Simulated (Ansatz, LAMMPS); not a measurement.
## A frame of amorphous polythiophene (as short chains C30S7H20) from 400 K (114 atoms): where an added charge goes

Does an extra electron or hole in a frame of amorphous polythiophene (as short chains C30S7H20) from 400 K (114 atoms) stay spread out, or do the atoms trap it?

Calculated with Ansatz 0.2.0; Kohn-Sham DFT, r2SCAN+D4, PAW (set soft_2), plane waves.

### Step 1. The starting structure

The cell holds 114 atoms: 60 C, 14 S and 40 H. Its edges and angles: a = 11.615 Å, b = 11.615 Å, c = 11.615 Å, α = 90.0°, β = 90.0°, γ = 90.0°. 2 polythiophene chains of 7 units with methyl end groups placed at random, at 1.28 g/cm³; overlaps pushed apart, then 20 ps at 800 K with MMFF94 bonds, angles, torsions, charges and radii (Halgren, J. Comput. Chem. 17, 490 (1996)) in harmonic and 12-6 forms. Snapshot after 30 ps at 400 K and fixed volume.

What the set-up can't give: The network of contacts between molecules at the start is that of the classical potential that made the cell, and needn't be the one that DFT or experiment would give. Sampling is at Γ alone, for a cell whose shortest periodic width is 12 Å.

### Step 2. Single point at the start

A single point comes first, to see the forces before anything moves.

The input, input.yaml:

```yaml
crystal:
  lattice:
    - [11.61522, 0.0, 0.0]
    - [0.0, 11.61522, 0.0]
    - [0.0, 0.0, 11.61522]
  atoms:
    - { symbol: C, position: [0.15165, 0.28776, 0.06293] }
    - { symbol: C, position: [0.20197, 0.25245, 0.95074] }
    - { symbol: C, position: [0.32272, 0.23116, 0.94166] }
    - { symbol: C, position: [0.35153, 0.21629, 0.82758] }
    - { symbol: C, position: [0.25689, 0.2151, 0.7534] }
    - { symbol: S, position: [0.14061, 0.27375, 0.82086] }
    - { symbol: C, position: [0.25918, 0.18652, 0.63183] }
    - { symbol: C, position: [0.1716, 0.18208, 0.55413] }
    - { symbol: C, position: [0.21699, 0.15415, 0.43664] }
    - { symbol: C, position: [0.33514, 0.12972, 0.43171] }
    - { symbol: S, position: [0.39406, 0.15198, 0.56681] }
    - { symbol: C, position: [0.39629, 0.08924, 0.33735] }
    - { symbol: C, position: [0.35727, 0.08305, 0.22468] }
    - { symbol: C, position: [0.45095, 0.04569, 0.14863] }
    - { symbol: C, position: [0.54751, 0.0149, 0.20741] }
    - { symbol: S, position: [0.53218, 0.0428, 0.35285] }
    - { symbol: C, position: [0.64724, 0.95503, 0.1685] }
    - { symbol: C, position: [0.66158, 0.9134, 0.05686] }
    - { symbol: C, position: [0.78064, 0.87524, 0.04213] }
    - { symbol: C, position: [0.8463, 0.88167, 0.14583] }
    - { symbol: S, position: [0.75539, 0.91172, 0.25716] }
    - { symbol: C, position: [0.96111, 0.84283, 0.16752] }
    - { symbol: C, position: [0.00883, 0.74219, 0.13749] }
    - { symbol: C, position: [0.09217, 0.70629, 0.21834] }
    - { symbol: C, position: [0.11194, 0.78988, 0.3016] }
    - { symbol: S, position: [0.05033, 0.9173, 0.25383] }
    - { symbol: C, position: [0.18671, 0.77809, 0.39431] }
    - { symbol: C, position: [0.20298, 0.85582, 0.48352] }
    - { symbol: C, position: [0.28953, 0.82098, 0.55978] }
    - { symbol: C, position: [0.33346, 0.7154, 0.53788] }
    - { symbol: S, position: [0.26315, 0.65759, 0.41762] }
    - { symbol: C, position: [0.41432, 0.6582, 0.61002] }
    - { symbol: C, position: [0.4328, 0.53909, 0.61821] }
    - { symbol: C, position: [0.50238, 0.51588, 0.71354] }
    - { symbol: C, position: [0.54408, 0.61234, 0.76832] }
    - { symbol: S, position: [0.49057, 0.73712, 0.7119] }
    - { symbol: C, position: [0.62338, 0.62432, 0.87058] }
    - { symbol: H, position: [0.09913, 0.36817, 0.05131] }
    - { symbol: H, position: [0.10025, 0.22312, 0.10067] }
    - { symbol: H, position: [0.21772, 0.3026, 0.12168] }
    - { symbol: H, position: [0.37781, 0.22753, 0.01501] }
    - { symbol: H, position: [0.43768, 0.19345, 0.79768] }
    - { symbol: H, position: [0.08592, 0.20632, 0.57343] }
    - { symbol: H, position: [0.1619, 0.15852, 0.36234] }
    - { symbol: H, position: [0.26966, 0.11115, 0.20451] }
    - { symbol: H, position: [0.4361, 0.03058, 0.05746] }
    - { symbol: H, position: [0.59335, 0.90617, 0.99477] }
    - { symbol: H, position: [0.81588, 0.83642, 0.96801] }
    - { symbol: H, position: [0.97087, 0.68768, 0.07605] }
    - { symbol: H, position: [0.12432, 0.61342, 0.2251] }
    - { symbol: H, position: [0.16042, 0.9342, 0.49632] }
    - { symbol: H, position: [0.30727, 0.88092, 0.63064] }
    - { symbol: H, position: [0.39383, 0.47048, 0.56949] }
    - { symbol: H, position: [0.52423, 0.42683, 0.72627] }
    - { symbol: H, position: [0.59939, 0.55097, 0.9256] }
    - { symbol: H, position: [0.71904, 0.61411, 0.84481] }
    - { symbol: H, position: [0.60789, 0.7007, 0.92041] }
    - { symbol: C, position: [0.19967, 0.71736, 0.94979] }
    - { symbol: C, position: [0.28944, 0.6533, 0.00766] }
    - { symbol: C, position: [0.30302, 0.53553, 0.9938] }
    - { symbol: C, position: [0.38753, 0.49285, 0.07033] }
    - { symbol: C, position: [0.42603, 0.57302, 0.14921] }
    - { symbol: S, position: [0.37771, 0.71255, 0.11562] }
    - { symbol: C, position: [0.49298, 0.55824, 0.248] }
    - { symbol: C, position: [0.54792, 0.63841, 0.31194] }
    - { symbol: C, position: [0.61225, 0.58825, 0.40172] }
    - { symbol: C, position: [0.61182, 0.4709, 0.40282] }
    - { symbol: S, position: [0.52103, 0.42107, 0.29485] }
    - { symbol: C, position: [0.67088, 0.40771, 0.48726] }
    - { symbol: C, position: [0.71913, 0.45679, 0.58475] }
    - { symbol: C, position: [0.77676, 0.37408, 0.65439] }
    - { symbol: C, position: [0.7684, 0.26329, 0.61352] }
    - { symbol: S, position: [0.67062, 0.26689, 0.50024] }
    - { symbol: C, position: [0.82734, 0.16277, 0.64768] }
    - { symbol: C, position: [0.87918, 0.14851, 0.75436] }
    - { symbol: C, position: [0.93251, 0.03923, 0.76264] }
    - { symbol: C, position: [0.90792, 0.96617, 0.67179] }
    - { symbol: S, position: [0.82717, 0.04103, 0.56334] }
    [... 30 atom lines left out ...]
    - { symbol: H, position: [0.0261, 0.28782, 0.43177] }
    - { symbol: H, position: [0.88979, 0.18882, 0.30971] }
    - { symbol: H, position: [0.79089, 0.13806, 0.11152] }
    - { symbol: H, position: [0.63923, 0.34167, 0.97226] }
    - { symbol: H, position: [0.71829, 0.23512, 0.91799] }
    - { symbol: H, position: [0.76908, 0.38464, 0.89803] }
kpoints:
  mp_grid: { grid: [1, 1, 1] }
hamiltonian:
  xc: r2scan
  dispersion: d4
scf:
  occupations: { method: gaussian, width: 0.05 }
output:
  forces: true
```

The run is started by

```
> ansatz run input.yaml --threads 4 --pin off --max-ram 8192MiB --backend cpu --events-out ev --progress --plain --runs-dir out
```

Numbers of over 12 decimals in the logs are rounded to 6 here.

The log of the run:

```text
Engine: ansatz 0.2.0, aarch64-unknown-linux-gnu
Pseudopotentials: kind: paw
Pseudopotential: C, paw, valence charge 4, recommended cutoff 500 eV (meta_gga), C.paw.azcp
Pseudopotential: S, paw, valence charge 6, recommended cutoff 500 eV (meta_gga), S.paw.azcp
Pseudopotential: H, paw, valence charge 1, recommended cutoff 500 eV (meta_gga), H.paw.azcp
[... 6 lines on functional and potentials left out ...]
Crystal: 114 atoms, lattice volume = 1567.048 Å³
Basis set: ecut = 500 eV, 39607 PW (Γ), exchange–correlation on 360×360×360 points (64 copies of the dense FFT grid, shifted against one another)
Bands: 296, of which v1, the nominal top of the filled ones, is band 182 counted from 1 (181 counted from 0)
Symmetry: 1 space group operations
Space group: P1 (ITA 1), of the structure as read, at distance tolerance 1.2e-4 Å
k-points: 1
[... 9 lines on functional and potentials left out ...]
Initial density: superposition of atomic densities (neutral atoms: chi_scale 0, normalization atom), corrected by the library's trained network
Initial wavefunctions: pseudopotential atomic-orbital guess
Functional: x = r2scan, c = r2scan; τ floored in thin density (d = 2e-4 eV/Å³)
SCF iter   1: F=—  HF=-28410.294208 eV  |F-HF|=—  |Δ(HF+E_count)|=         —  Δρ=7.59e-3  dr2=1.23e0  dr2_τ=1.29e1  ethr=1.77e-3  ⟨swp⟩=6.0  Hψ=1386  notcnv=0  defer=62
preconditioner: auto → Resta (q_TF=auto, 2.139 Å⁻¹)  ε∞=2.5  [insulator: Δε(μ)=1.385 eV  Ē_g=14.475 eV  σ=0.050 eV  W_gap=1.00  n_scr=250 (ndim 8)  ℏωp=17.9 eV  f_vac=0.225  D(μ)=0.00/eV (n_scr^D=0)  ε∞_Penn≈2.5]
SCF iter   2: F=—  HF=-28410.023346 eV  |F-HF|=—  |Δ(HF+E_count)|=   2.71e-1  Δρ=4.52e-3  dr2=1.90e-1  dr2_τ=1.48e-2  ethr=3.39e-4  ⟨swp⟩=2.0  Hψ=511  notcnv=0  defer=110
SCF iter   3: F=—  HF=-28410.017960 eV  |F-HF|=—  |Δ(HF+E_count)|=   5.39e-3  Δρ=1.63e-3  dr2=3.48e-2  dr2_τ=2.80e-3  ethr=5.22e-5  ⟨swp⟩=3.0  Hψ=372  notcnv=0  defer=25
automatic band count: iteration 3 solves 211 bands in place of 296: the levels show a gap, and the empty bands left out lie too high to hold charge; the band table lists the bands solved (type scf.n_extra_bands for more)
SCF iter   4: F=—  HF=-28410.026933 eV  |F-HF|=—  |Δ(HF+E_count)|=   8.97e-3  Δρ=4.43e-4  dr2=6.55e-3  dr2_τ=6.50e-4  ethr=9.55e-6  ⟨swp⟩=2.0  Hψ=317  notcnv=0  defer=25
SCF iter   5: F=—  HF=-28410.027977 eV  |F-HF|=—  |Δ(HF+E_count)|=   1.04e-3  Δρ=1.61e-4  dr2=7.39e-4  dr2_τ=3.97e-5  ethr=1.80e-6  ⟨swp⟩=2.0  Hψ=350  notcnv=0  defer=25
SCF iter   6: F=—  HF=-28410.028972 eV  |F-HF|=—  |Δ(HF+E_count)|=   9.96e-4  Δρ=7.35e-5  dr2=1.58e-4  dr2_τ=1.22e-5  ethr=2.03e-7  ⟨swp⟩=2.0  Hψ=352  notcnv=0  defer=25
SCF iter   7: F=—  HF=-28410.029110 eV  |F-HF|=—  |Δ(HF+E_count)|=   1.37e-4  Δρ=2.62e-5  dr2=1.93e-5  dr2_τ=1.65e-6  ethr=4.34e-8  ⟨swp⟩=2.0  Hψ=361  notcnv=0  defer=25
SCF iter   8: F=—  HF=-28410.029243 eV  |F-HF|=—  |Δ(HF+E_count)|=   1.34e-4  Δρ=8.62e-6  dr2=2.24e-6  dr2_τ=1.69e-7  ethr=5.30e-9  ⟨swp⟩=2.0  Hψ=349  notcnv=0  defer=25
SCF iter   9: F=—  HF=-28410.029248 eV  |F-HF|=—  |Δ(HF+E_count)|=   4.65e-6  Δρ=4.12e-6  dr2=5.13e-7  dr2_τ=4.18e-8  ethr=6.16e-10  ⟨swp⟩=2.0  Hψ=368  notcnv=0  defer=25
SCF iter  10: F=-28410.029249 eV  HF=-28410.029249 eV  |F-HF|=1.26e-7  |Δ(HF+E_count)|=   7.36e-7  Δρ=1.48e-6  dr2=6.38e-8  dr2_τ=5.02e-9  ethr=2.75e-11  ⟨swp⟩=3.0  Hψ=933  notcnv=0
SCF 1 converged in 10 iterations: F = -28410.029249 eV  dr2 = 6.38e-8
  greatest PAW one-centre occupation: 0.883 electrons in one spin orbital (limit 2), on the S atom at site 15 (counted from 0), in its partial waves of l = 0
SCF converged after 10 iterations
Free energy (F): -28410.029249 eV
Harris-Foulkes:  -28410.029249 eV  (|F-HF|=1.26e-7)
Internal energy: -28410.029249 eV  (E = F + TS)
E sigma→0 (E₀):  -28410.029249 eV
Fermi energy:    2.414241 eV
--- Per-component energies (eV) ---
  E_band       = -2515.267003
  E_kinetic    = 7488.773029
  E_local      = -23546.689657  (includes V_loc(G=0)·N_el)
  E_nonlocal   = 2084.719423
  E_hartree    = 8697.432122
  E_xc         = -4465.643753
  E_vxc        = -5752.783302  (∫ρ·V_xc dr)
  E_paw        = -14608.099216  (= ΣΔE_a)
  E_vpaw       = -505.484403  (= ΣTr[D̂ρ^β])
  E_aug_tail   = -0.019464  (compensation charges beyond the density's cutoff)
  E_vtau       = 321.360420  (kinetic-family band-sum trace: ∫τ·v_τ [+ j·A + Jᵃ·Aᵃ] dr)
  E_ewald      = -4053.180782
  E_disp       = -4.297792  (pairwise vdW)
  E_core_change = -3.023159  (= ΣΔE_core)
  E_smearing   = -0.000000  (= −TS)
  E_closure    = 0.000000  (closes the sum)
  Σ components = -28410.029249   (vs F -28410.029249, Δ=0.00e0)
--- Forces (eV/Å), atoms counted from 1 ---
  atom   1  C     -1.39265149     1.24991411    -1.70588012
  atom   2  C      2.49125096     0.87839324     1.71327521
  atom   3  C     -2.79699807     0.31867590    -0.33524842
  atom   4  C      0.55640368    -1.29778226    -1.06351458
  atom   5  C      1.55699426     0.76014610    -1.35900470
  atom   6  S     -0.80982701    -1.02979868     0.02292006
  atom   7  C      0.96664949     0.00210581     0.61518390
  atom   8  C      2.27739823    -0.53850490    -3.00080026
  atom   9  C     -0.44176919     0.52818600     2.14889297
  atom  10  C     -2.80233392     1.02231206     1.80344791
  atom  11  S     -0.53241473    -0.02097940     0.64648418
  atom  12  C     -0.40957248    -0.00897234    -1.16152751
  atom  13  C      1.65708660    -0.07563357    -0.69505097
  atom  14  C     -2.88861789     0.26784068     0.37229949
[...]
atom 113  H      0.58023475     0.18062808    -0.21085231
  atom 114  H     -0.69789270    -0.75191762     0.23622235
  max |Σ_I F_I| component: 5.76e-5 eV/Å
```

Wall time 35 s (4 threads of Arm Neoverse V2, shared host); peak memory 4 GiB; 2.3 min of CPU time.

In the SCF lines HF is the Harris–Foulkes energy and dr2 the Hartree energy of the density residual, in eV; the loop may stop once dr2 is under the threshold and the program's other checks hold. Hψ counts applications of the Hamiltonian.

The r.m.s. force at the start is 0.96 eV/Å.

### Step 3. Relaxation

The atoms are relaxed in the fixed cell, aiming at the force tolerance of the input.

The input, input.yaml:

```yaml
crystal:
  lattice:
    - [11.61522, 0.0, 0.0]
    - [0.0, 11.61522, 0.0]
    - [0.0, 0.0, 11.61522]
  atoms:
    [... the 114 atom lines of step 2 ...]
kpoints:
  mp_grid: { grid: [1, 1, 1] }
hamiltonian:
  xc: r2scan
  dispersion: d4
scf:
  occupations: { method: gaussian, width: 0.05 }
output:
  forces: true
relax:
  f_tol: 0.05
  max_steps: 120
```

The log of the run:

```text
[...]
Crystal: 114 atoms, lattice volume = 1567.048 Å³
Basis set: ecut = 500 eV, 39607 PW (Γ), exchange–correlation on 360×360×360 points (64 copies of the dense FFT grid, shifted against one another)
Bands: 296, of which v1, the nominal top of the filled ones, is band 182 counted from 1 (181 counted from 0)
Symmetry: 1 space group operations
[...]
k-points: 1
[...]
SCF iter   1: F=—  HF=-28410.294208 eV  |F-HF|=—  |Δ(HF+E_count)|=         —  Δρ=7.59e-3  dr2=1.23e0  dr2_τ=1.29e1  ethr=1.77e-3  ⟨swp⟩=6.0  Hψ=1386  notcnv=0  defer=62
[...]
SCF iter   8: F=-28410.029248 eV  HF=-28410.029243 eV  |F-HF|=4.46e-6  |Δ(HF+E_count)|=   3.16e-5  Δρ=8.53e-6  dr2=2.21e-6  dr2_τ=1.69e-7  ethr=5.21e-9  ⟨swp⟩=3.0  Hψ=579  notcnv=0
SCF 1 converged in 8 iterations: F = -28410.029248 eV  dr2 = 2.21e-6
[...]
relax step   1: F+E_penalty+E_count = -28410.02924787 eV  Δ(F+E_penalty+E_count) = +0.000e0 eV  max|allowed force component| = 3.014e0 eV/Å  Δτ_max = 0.0000 Å  (8 SCF iters, dr2 threshold 6.25e-5 eV, accepted)
[... from here on, the SCF cycles and remarks between the steps are left out ...]
relax step   2: F+E_penalty+E_count = -28413.99991924 eV  Δ(F+E_penalty+E_count) = -3.971e0 eV  max|allowed force component| = 1.510e0 eV/Å  Δτ_max = 0.1948 Å  (7 SCF iters, dr2 threshold 1.00e-4 eV, accepted)
relax step   3: F+E_penalty+E_count = -28415.18830407 eV  Δ(F+E_penalty+E_count) = -1.188e0 eV  max|allowed force component| = 5.431e-1 eV/Å  Δτ_max = 0.1915 Å  (7 SCF iters, dr2 threshold 1.00e-4 eV, accepted)
relax step   4: F+E_penalty+E_count = -28415.47525439 eV  Δ(F+E_penalty+E_count) = -2.870e-1 eV  max|allowed force component| = 2.796e-1 eV/Å  Δτ_max = 0.1944 Å  (7 SCF iters, dr2 threshold 3.81e-5 eV, accepted)
relax step   5: F+E_penalty+E_count = -28415.58397867 eV  Δ(F+E_penalty+E_count) = -1.087e-1 eV  max|allowed force component| = 1.596e-1 eV/Å  Δτ_max = 0.1949 Å  (8 SCF iters, dr2 threshold 1.01e-5 eV, accepted)
relax step   6: F+E_penalty+E_count = -28415.59003939 eV  Δ(F+E_penalty+E_count) = -6.061e-3 eV  max|allowed force component| = 2.094e-1 eV/Å  Δτ_max = 0.1700 Å  (8 SCF iters, dr2 threshold 6.75e-6 eV, accepted)
relax step   7: F+E_penalty+E_count = -28415.64264692 eV  Δ(F+E_penalty+E_count) = -5.261e-2 eV  max|allowed force component| = 1.010e-1 eV/Å  Δτ_max = 0.0794 Å  (6 SCF iters, dr2 threshold 1.43e-5 eV, accepted)
relax step   8: F+E_penalty+E_count = -28415.66247017 eV  Δ(F+E_penalty+E_count) = -1.982e-2 eV  max|allowed force component| = 1.222e-1 eV/Å  Δτ_max = 0.2000 Å  (9 SCF iters, accepted)
relax step   9: F+E_penalty+E_count = -28415.67945527 eV  Δ(F+E_penalty+E_count) = -1.699e-2 eV  max|allowed force component| = 6.771e-2 eV/Å  Δτ_max = 0.0416 Å  (6 SCF iters, dr2 threshold 3.47e-6 eV, accepted)
relax step  10: F+E_penalty+E_count = -28415.69143937 eV  Δ(F+E_penalty+E_count) = -1.198e-2 eV  max|allowed force component| = 9.515e-2 eV/Å  Δτ_max = 0.0896 Å  (9 SCF iters, accepted)
relax step  11: F+E_penalty+E_count = -28415.70225966 eV  Δ(F+E_penalty+E_count) = -1.082e-2 eV  max|allowed force component| = 1.617e-1 eV/Å  Δτ_max = 0.1111 Å  (7 SCF iters, dr2 threshold 2.78e-6 eV, accepted)
relax step  12: F+E_penalty+E_count = -28415.71315729 eV  Δ(F+E_penalty+E_count) = -1.090e-2 eV  max|allowed force component| = 2.009e-1 eV/Å  Δτ_max = 0.1211 Å  (6 SCF iters, dr2 threshold 2.61e-5 eV, accepted)
relax step  13: F+E_penalty+E_count = -28415.72499852 eV  Δ(F+E_penalty+E_count) = -1.184e-2 eV  max|allowed force component| = 1.774e-1 eV/Å  Δτ_max = 0.1314 Å  (6 SCF iters, dr2 threshold 4.04e-5 eV, accepted)
relax step  14: F+E_penalty+E_count = -28415.73349832 eV  Δ(F+E_penalty+E_count) = -8.500e-3 eV  max|allowed force component| = 2.274e-1 eV/Å  Δτ_max = 0.1187 Å  (6 SCF iters, dr2 threshold 2.45e-5 eV, accepted)
relax step  15: F+E_penalty+E_count = -28415.73646805 eV  Δ(F+E_penalty+E_count) = -2.970e-3 eV  max|allowed force component| = 2.600e-1 eV/Å  Δτ_max = 0.1175 Å  (6 SCF iters, dr2 threshold 4.03e-5 eV, accepted)
relax step  16: F+E_penalty+E_count = -28415.74831774 eV  Δ(F+E_penalty+E_count) = -1.185e-2 eV  max|allowed force component| = 1.683e-1 eV/Å  Δτ_max = 0.0622 Å  (5 SCF iters, dr2 threshold 6.76e-5 eV, accepted)
relax step  17: F+E_penalty+E_count = -28415.73191418 eV  Δ(F+E_penalty+E_count) = +1.640e-2 eV  max|allowed force component| = 2.300e-1 eV/Å  Δτ_max = 0.2000 Å  (6 SCF iters, dr2 threshold 1.19e-5 eV, rejected (line search))
relax step  18: F+E_penalty+E_count = -28415.76002919 eV  Δ(F+E_penalty+E_count) = -1.171e-2 eV  max|allowed force component| = 5.954e-2 eV/Å  Δτ_max = 0.0953 Å  (9 SCF iters, accepted)
relax step  19: F+E_penalty+E_count = -28415.76294960 eV  Δ(F+E_penalty+E_count) = -2.920e-3 eV  max|allowed force component| = 1.129e-1 eV/Å  Δτ_max = 0.0862 Å  (8 SCF iters, accepted)
relax step  20: F+E_penalty+E_count = -28415.76557011 eV  Δ(F+E_penalty+E_count) = -2.621e-3 eV  max|allowed force component| = 8.386e-2 eV/Å  Δτ_max = 0.0299 Å  (7 SCF iters, accepted)
relax step  21: F+E_penalty+E_count = -28415.77039516 eV  Δ(F+E_penalty+E_count) = -4.825e-3 eV  max|allowed force component| = 1.361e-1 eV/Å  Δτ_max = 0.1300 Å  (6 SCF iters, dr2 threshold 3.88e-6 eV, accepted)
relax step  22: F+E_penalty+E_count = -28415.77413132 eV  Δ(F+E_penalty+E_count) = -3.736e-3 eV  max|allowed force component| = 9.152e-2 eV/Å  Δτ_max = 0.0676 Å  (5 SCF iters, dr2 threshold 1.02e-5 eV, accepted)
relax step  23: F+E_penalty+E_count = -28415.77705054 eV  Δ(F+E_penalty+E_count) = -2.919e-3 eV  max|allowed force component| = 1.978e-1 eV/Å  Δτ_max = 0.1788 Å  (6 SCF iters, dr2 threshold 3.79e-6 eV, accepted)
relax step  24: F+E_penalty+E_count = -28415.77942100 eV  Δ(F+E_penalty+E_count) = -2.370e-3 eV  max|allowed force component| = 1.994e-1 eV/Å  Δτ_max = 0.0730 Å  (5 SCF iters, dr2 threshold 1.77e-5 eV, accepted)
relax step  25: F+E_penalty+E_count = -28415.78841318 eV  Δ(F+E_penalty+E_count) = -8.992e-3 eV  max|allowed force component| = 9.261e-2 eV/Å  Δτ_max = 0.2000 Å  (5 SCF iters, dr2 threshold 3.98e-5 eV, accepted)
relax step  26: F+E_penalty+E_count = -28415.79239472 eV  Δ(F+E_penalty+E_count) = -3.982e-3 eV  max|allowed force component| = 5.654e-2 eV/Å  Δτ_max = 0.0413 Å  (8 SCF iters, accepted)
relax step  27: F+E_penalty+E_count = -28415.79460055 eV  Δ(F+E_penalty+E_count) = -2.206e-3 eV  max|allowed force component| = 2.898e-2 eV/Å  Δτ_max = 0.0592 Å  (8 SCF iters, accepted)
relax step  28: F+E_penalty+E_count = -28415.79585390 eV  Δ(F+E_penalty+E_count) = -1.253e-3 eV  max|allowed force component| = 6.596e-2 eV/Å  Δτ_max = 0.0687 Å  (8 SCF iters, accepted)
relax step  29: F+E_penalty+E_count = -28415.79650075 eV  Δ(F+E_penalty+E_count) = -6.469e-4 eV  max|allowed force component| = 6.679e-2 eV/Å  Δτ_max = 0.0413 Å  (7 SCF iters, accepted)
relax step  30: F+E_penalty+E_count = -28415.78430048 eV  Δ(F+E_penalty+E_count) = +1.220e-2 eV  max|allowed force component| = 1.672e-1 eV/Å  Δτ_max = 0.0397 Å  (5 SCF iters, dr2 threshold 4.46e-6 eV, rejected (line search))
relax step  31: F+E_penalty+E_count = -28415.79723330 eV  Δ(F+E_penalty+E_count) = -7.325e-4 eV  max|allowed force component| = 1.366e-2 eV/Å  Δτ_max = 0.0198 Å  (8 SCF iters, accepted)
[...]
SCF iter   2: F=-28415.797233 eV  HF=-28415.797233 eV  |F-HF|=1.10e-8  |Δ(HF+E_count)|=   8.83e-9  Δρ=3.19e-7  dr2=4.80e-9  dr2_τ=4.22e-10  ethr=5.55e-12  ⟨swp⟩=3.0  Hψ=650  notcnv=0
SCF 32 converged in 2 iterations: F = -28415.797233 eV  dr2 = 4.80e-9
SCF converged after 2 iterations
Free energy (F): -28415.797233 eV
[...]
Internal energy: -28415.797233 eV  (E = F + TS)
E sigma→0 (E₀):  -28415.797233 eV
Fermi energy:    2.375942 eV
[...]
Σ components = -28415.797233   (vs F -28415.797233, Δ=0.00e0)
--- Forces (eV/Å), atoms counted from 1 ---
  atom   1  C     -0.00263582     0.00184727    -0.00000744
  atom   2  C      0.00030875    -0.00278712    -0.00119242
  atom   3  C      0.00107780     0.00049741     0.00104942
  atom   4  C      0.00123068     0.00322592    -0.00024886
[...]
atom 114  H     -0.00078746    -0.00105039    -0.00171311
  max |Σ_I F_I| component: 9.72e-5 eV/Å
--- Relaxed structure (31 steps of the walk, 29 accepted, 0 SCFs on fresh bases) ---
  F+E_penalty+E_count = -28415.79723330 eV   max|allowed force component| = 1.366e-2 eV/Å
  atoms:
    - { symbol: C, position: [0.122310, 0.336819, 0.049993] }
    - { symbol: C, position: [0.189065, 0.289318, 0.951325] }
    - { symbol: C, position: [0.290449, 0.228773, 0.952874] }
    - { symbol: C, position: [0.328945, 0.194288, 0.842771] }
[...]
- { symbol: H, position: [0.708110, 0.357996, 0.882590] }
```

Wall time 13 min (4 threads); peak memory 4 GiB.

The relaxation converged after 31 steps, 5.77 eV below its start, with a largest force component of 0.014 eV/Å.

(Part 1 of 4 ends here.)

[Logs are printed without paths, hosts, clocks, repeated set-up lines and the standing remarks that a program may print on its own settings, such as how far it seeks lower states.]

[Hosts, paths, dates, database ids (printed as entryN), source tags and the programs' standing remarks are cut or masked in the printed files.]

[The MMFF94 radii named for the starting cell were scaled by 0.96; in molecules described by MMFF94, hydrogen bound to N, O or S took a small fixed 12-6 site in their place.]
